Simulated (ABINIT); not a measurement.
# TlH3 (Pm-3m): zone-centre phonons, part 2 of 3

Which modes does TlH3 (Pm-3m) have at the zone centre?

ABINIT 10.8.3; DFT PBEsol, scalar-relativistic, plane waves, PseudoDojo norm-conserving pseudopotentials.

So far. Step 5 (Relaxing the cell and atoms): The volume changes by +0.8 % in this run and stands -31.7 % from the first cell. The relaxed cell has a = 3.904 Å (conventional setting).

The structure was built from a prototype and need not be the compound's stable phase.

**7. Linear response at Γ**

At q = 0 one unit cell holds all displacements. The response is solved for single atoms along the cell's directions, and symmetry skips those that follow from others. The crystal is treated as a metal, which screens a static field, so no field response is asked.

The input, dfpt_gamma.abi:

```

# common to the responses
getwfk_filepath "gso_WFK"
kptopt 2
nqpt 1
qpt 0.0 0.0 0.0
asr 0
chneut 0

# displacements
rfphon 1
rfatpol 1 4
rfdir 1 1 1
tolvrs 1.0d-10
prtwf 0

# basis, mesh and filling
ecut 40.0
ecutsm 3.0
ngkpt 8 8 8
nshiftk 1
shiftk 0.0 0.0 0.0
istwfk *1
occopt 7
tsmear 0.01
nband 14
nstep 100
diemac 1000000.0
prtebands 0
prtgsr 0
useylm 1

# cell and atoms
acell 3*1.0 Angstrom
rprim 
    3.904264567 0.0 0.0
    0.0 3.904264567 0.0
    0.0 0.0 3.904264567
ntypat 2
znucl 81 1
natom 4
typat 1 2 2 2
xred 
    0.0 0.0 0.0
    0.5 0.0 0.0
    0.0 0.5 0.0
    0.0 0.0 0.5
pp_dirpath "./pseudo"
pseudos "Tl.upf, H.upf"
```

Command:

```
$ OMP_NUM_THREADS=1 mpirun -n 2 abinit dfpt_gamma.abi > dfpt_gamma.log
```

Numbers of over 12 decimals in the logs are rounded to 6 here.

dfpt_gamma.abo, the main output file:

```text
[banners, grids, parts of the stress and lines that vanish by symmetry left out]
- input  file    -> dfpt_gamma.abi
- output file    -> dfpt_gamma.abo
- root for input  files -> dfpt_gammai
- root for output files -> dfpt_gammao

 Symmetries : space group Pm -3 m (#221); Bravais cP (primitive cubic)
================================================================================
 Values of the parameters that define the memory need of the present run (RF).
     intxc =       0      iscf =       7    lmnmax =      18     lnmax =       6
     mgfft =      45  mpssoang =       3    mqgrid =    3001     natom =       4
  nloc_mem =       1    nspden =       1   nspinor =       1    nsppol =       1
      nsym =      48    n1xccc =    2501    ntypat =       2    occopt =       7
   xclevel =       2
-    mband =          14        mffmem =           1         mkmem =         130
-   mkqmem =         130        mk1mem =         130           mpw =        4945
      nfft =       91125          nkpt =         260
- my_mband =          14
================================================================================
================================================================================

--------------------------------------------------------------------------------
------------- Echo of variables that govern the present computation ------------
--------------------------------------------------------------------------------
-
- outvars: echo of selected default values
-   iomode0 =  0 , fftalg0 =312 , wfoptalg0 =  0
-
- outvars: echo of global parameters not present in the input file
-  max_nthreads =    1
-
 -outvars: echo values of preprocessed input variables
 [... echo left out ...]
================================================================================

 chkinp: Checking input parameters for consistency.

[...]
== DATASET  1 ==================================================================
-   mpi_nproc: 2, omp_nthreads: 1 (-1 if OMP is not activated)

--- !DatasetInfo
iteration_state: {dtset: 1, }
dimensions: {natom: 4, nkpt: 260, mband: 14, nsppol: 1, nspinor: 1, nspden: 1, mpw: 4945, }
cutoff_energies: {ecut:  40.0, pawecutdg:  -1.0, }
electrons: {nelect:   1.60000000E+01, charge:   0.00000000E+00, occopt:   7.00000000E+00, tsmear:   1.00000000E-02, }
meta: {optdriver: 1, rfphon: 1, }
...

 mkfilename: getwfk from: gso_WFK

 Real(R)+Recip(G) space primitive vectors, cartesian coordinates (Bohr,Bohr^-1):
 R(1)=  7.3779908  0.0000000  0.0000000  G(1)=  0.1355383  0.0000000  0.0000000
 R(2)=  0.0000000  7.3779908  0.0000000  G(2)=  0.0000000  0.1355383  0.0000000
 R(3)=  0.0000000  0.0000000  7.3779908  G(3)=  0.0000000  0.0000000  0.1355383
 Unit cell volume ucvol=  4.0161906E+02 bohr^3
 Angles (23,13,12)=  9.00000000E+01  9.00000000E+01  9.00000000E+01 degrees
 setup1 : take into account q-point for computing boxcut.

 getcut: wavevector=  0.0000  0.0000  0.0000  ngfft=  45  45  45
         ecut(hartree)=     40.000   => boxcut(ratio)=   2.09469

--- Pseudopotential description ------------------------------------------------
- pspini: atom type   1  psp file is ./pseudo/Tl.upf

- pspini: atom type   2  psp file is ./pseudo/H.upf

   6.12977660E+02                                ecore*ucvol(ha*bohr**3)
--------------------------------------------------------------------------------

 ==>  initialize data related to q vector <==

 The list of irreducible perturbations for this q vector is:
    1)    idir= 1    ipert=   1
    2)    idir= 1    ipert=   2
    3)    idir= 2    ipert=   2

[...]
The perturbation idir=   2  ipert=   1 is
 symmetric of a previously calculated perturbation.
 So, its SCF calculation is not needed.

 The perturbation idir=   3  ipert=   1 is
 symmetric of a previously calculated perturbation.
 So, its SCF calculation is not needed.

 The perturbation idir=   3  ipert=   2 is
 symmetric of a previously calculated perturbation.
 So, its SCF calculation is not needed.

 The perturbation idir=   1  ipert=   3 is
 symmetric of a previously calculated perturbation.
 So, its SCF calculation is not needed.

[...]
The perturbation idir=   2  ipert=   4 is
 symmetric of a previously calculated perturbation.
 So, its SCF calculation is not needed.

 The perturbation idir=   3  ipert=   4 is
 symmetric of a previously calculated perturbation.
 So, its SCF calculation is not needed.

--------------------------------------------------------------------------------
 Perturbation wavevector (in red.coord.)   0.000000  0.000000  0.000000
 Perturbation : displacement of atom   1   along direction   1
 Found     8 symmetries that leave the perturbation invariant.

[...]
dfpt_looppert : total number of electrons, from k and k+q
  fully or partially occupied states are    1.600000E+01 and    1.600000E+01.
 Initialisation of the first-order wave-functions :
  ireadwf=   0

--- !BeginCycle
iteration_state: {dtset: 1, }
solver: {iscf: 7, nstep: 100, nline: 4, wfoptalg: 0, }
tolerances: {tolvrs: 1.00E-10, }
...

     iter   2DEtotal(Ha)        deltaE(Ha) residm    vres2
-ETOT  1   5.031386     -8.617E+03 1.731E+01 4.180E+02
 ETOT  2   2.608348     -2.423E+00 8.808E-03 9.973E+01
 ETOT  3   2.597338     -1.101E-02 4.664E-05 1.113E+01
 ETOT  4   2.597103     -2.354E-04 1.765E-05 2.342E+00
 ETOT  5   2.596667     -4.355E-04 1.544E-06 2.032E-01
[...]
At SCF step   11       vres2   =  2.50E-11 < tolvrs=  1.00E-10 =>converged.
[...]
Mean square residual over all n,k,spin=   30.106E-18; max=  27.008E-16

 Thirteen components of 2nd-order total energy (hartree) are
 1,2,3: 0th-order hamiltonian combined with 1st-order wavefunctions
     kin0=   1.08066420E+04 eigvalue=   8.26586994E+02  local=  -6.44926341E+03
 4,5,6: 1st-order hamiltonian combined with 1st and 0th-order wfs
 loc psp =  -2.65941621E+03  Hartree=   8.12839777E+02     xc=  -1.41855670E+02
 note that "loc psp" includes a xc core correction that could be resolved
 7,8,9: eventually, occupation + non-local contributions
    edocc=   3.25028868E+01     enl0=   2.73180313E+03   enl1=  -1.45790951E+04
 1-9 gives the relaxation energy (to be shifted if some occ is /=2.0)
   erelax=  -8.61925566E+03
 10,11,12 Non-relaxation  contributions : frozen-wavefunctions and Ewald
 fr.local=   1.23793401E+03 fr.nonlo=   7.29293122E+03  Ewald=   2.21419115E+01
 13,14 Frozen wf xc core corrections (1) and (2)
 frxc 1  =  -3.91520785E+02  frxc 2 =   4.60365960E+02
 Resulting in :
 2DEtotal=    0.2596651926E+01 Ha. Also 2DEtotal=    0.706584984937E+02 eV
    (2DErelax=   -8.6192556598E+03 Ha. 2DEnonrelax=    8.6218523117E+03 Ha)
    (  non-var. 2DEtotal :    2.5966515272E+00 Ha)

[...]
Perturbation wavevector (in red.coord.)   0.000000  0.000000  0.000000
 Perturbation : displacement of atom   2   along direction   1
 Found     8 symmetries that leave the perturbation invariant.

[...]
dfpt_looppert : total number of electrons, from k and k+q
  fully or partially occupied states are    1.600000E+01 and    1.600000E+01.
 Initialisation of the first-order wave-functions :
  ireadwf=   0

--- !BeginCycle
iteration_state: {dtset: 1, }
solver: {iscf: 7, nstep: 100, nline: 4, wfoptalg: 0, }
tolerances: {tolvrs: 1.00E-10, }
...

     iter   2DEtotal(Ha)        deltaE(Ha) residm    vres2
-ETOT  1   4.362375     -5.250E+01 2.998E-01 1.513E+03
[...]
At SCF step   11       vres2   =  1.27E-12 < tolvrs=  1.00E-10 =>converged.
[...]
Mean square residual over all n,k,spin=   17.036E-18; max=  47.439E-17

 Thirteen components of 2nd-order total energy (hartree) are
 1,2,3: 0th-order hamiltonian combined with 1st-order wavefunctions
     kin0=   5.68161144E+01 eigvalue=   2.24969479E+00  local=  -1.53432502E+01
 4,5,6: 1st-order hamiltonian combined with 1st and 0th-order wfs
 loc psp =  -7.63775430E+01  Hartree=   1.17414114E+01     xc=  -6.80567626E+00
 note that "loc psp" includes a xc core correction that could be resolved
 7,8,9: eventually, occupation + non-local contributions
    edocc=   5.37000603E+00     enl0=  -1.17271364E+00   enl1=  -2.93336300E+01
 1-9 gives the relaxation energy (to be shifted if some occ is /=2.0)
   erelax=  -5.28555865E+01
 10,11,12 Non-relaxation  contributions : frozen-wavefunctions and Ewald
 fr.local=  -1.89518808E+01 fr.nonlo=   1.31147700E+01  Ewald=   6.26954045E+01
 13,14 Frozen wf xc core corrections (1) and (2)
 frxc 1  =   0.00000000E+00  frxc 2 =   0.00000000E+00
 Resulting in :
 2DEtotal=    0.4002707301E+01 Ha. Also 2DEtotal=    0.108919214388E+03 eV
    (2DErelax=   -5.2855586465E+01 Ha. 2DEnonrelax=    5.6858293766E+01 Ha)
    (  non-var. 2DEtotal :    4.0027072908E+00 Ha)

[...]
Perturbation wavevector (in red.coord.)   0.000000  0.000000  0.000000
 Perturbation : displacement of atom   2   along direction   2
 Found     4 symmetries that leave the perturbation invariant.

--------------------------------------------------------------------------------

--------------------------------------------------------------------------------

 dfpt_looppert : total number of electrons, from k and k+q
  fully or partially occupied states are    1.600000E+01 and    1.600000E+01.
 Initialisation of the first-order wave-functions :
  ireadwf=   0

--- !BeginCycle
iteration_state: {dtset: 1, }
solver: {iscf: 7, nstep: 100, nline: 4, wfoptalg: 0, }
tolerances: {tolvrs: 1.00E-10, }
...

     iter   2DEtotal(Ha)        deltaE(Ha) residm    vres2
-ETOT  1  0.530120     -5.046E+01 2.430E-01 3.632E+02
[...]
ETOT 10  0.466236     -1.890E-12 4.620E-14 3.907E-10
 ETOT 11  0.466236      1.087E-12 2.376E-15 1.587E-11

 At SCF step   11       vres2   =  1.59E-11 < tolvrs=  1.00E-10 =>converged.
[...]
Mean square residual over all n,k,spin=   18.042E-18; max=  23.760E-16

 Thirteen components of 2nd-order total energy (hartree) are
 1,2,3: 0th-order hamiltonian combined with 1st-order wavefunctions
     kin0=   5.37176772E+01 eigvalue=   2.22480266E+00  local=  -1.27060036E+01
 4,5,6: 1st-order hamiltonian combined with 1st and 0th-order wfs
 loc psp =  -7.24593794E+01  Hartree=   1.05465355E+01     xc=  -6.93357604E+00
 note that "loc psp" includes a xc core correction that could be resolved
 7,8,9: eventually, occupation + non-local contributions
    edocc=   4.30992635E+00     enl0=  -6.37234691E-01   enl1=  -2.85848755E+01
 1-9 gives the relaxation energy (to be shifted if some occ is /=2.0)
   erelax=  -5.05221274E+01
 10,11,12 Non-relaxation  contributions : frozen-wavefunctions and Ewald
 fr.local=   5.48520184E+01 fr.nonlo=   1.47098676E+01  Ewald=  -1.85735226E+01
 13,14 Frozen wf xc core corrections (1) and (2)
 frxc 1  =   0.00000000E+00  frxc 2 =   0.00000000E+00
 Resulting in :
 2DEtotal=    0.4662360328E+00 Ha. Also 2DEtotal=    0.126869287699E+02 eV
    (2DErelax=   -5.0522127407E+01 Ha. 2DEnonrelax=    5.0988363440E+01 Ha)
    (  non-var. 2DEtotal :    4.6623601932E-01 Ha)

[...]
---- first-order wavefunction calculations are completed ----

 ==> Compute Derivative Database <==

 [... matrices left out ...]
  Phonon wavevector (reduced coordinates) :  0.00000  0.00000  0.00000
 Phonon energies in Hartree :
  -5.336221E-06 -5.336220E-06 -5.336219E-06  1.843489E-03  1.843489E-03
   1.843489E-03  1.957130E-03  1.957130E-03  1.957130E-03  6.499460E-03
   6.499460E-03  6.499460E-03
 Phonon frequencies in cm-1    :
- -1.171165E+00 -1.171165E+00 -1.171165E+00  4.045992E+02  4.045992E+02
-  4.045992E+02  4.295404E+02  4.295404E+02  4.295404E+02  1.426467E+03
-  1.426467E+03  1.426467E+03

== END DATASET(S) ==============================================================
================================================================================

 -outvars: echo values of variables after computation
            acell      1.8897261259E+00  1.8897261259E+00  1.8897261259E+00 Bohr
           etotal      4.6623603279E-01
            fcart      0.0000000000E+00  0.0000000000E+00  0.0000000000E+00
           strten      0.0000000000E+00  0.0000000000E+00  0.0000000000E+00
================================================================================
```

The job ended after 5.6 min (2 MPI ranks of Arm Neoverse V1, shared host).

Read from the output:

```yaml
largest_acoustic_frequency_at_the_zone_centre_before_the_sum_rule: -1.17 cm⁻¹
highest_optical_zone_centre_mode_no_lo_to_term: 1426 cm⁻¹
lowest_optical_zone_centre_mode: 404.6 cm⁻¹
```

The acoustic modes at Γ come out as far as 1.2 cm⁻¹ from zero, where they should vanish, a small numerical error.

(Part 2 of 3 ends here.)

[Host names and launcher messages were left out of these logs when they were recorded.]

[Logs are printed without paths, hosts, clocks, repeated set-up lines and the standing remarks that a program may print on its own settings, such as how far it seeks lower states.]

[Hosts, paths, dates, database ids (printed as entryN), source tags and the programs' standing remarks are cut or masked in the printed files.]
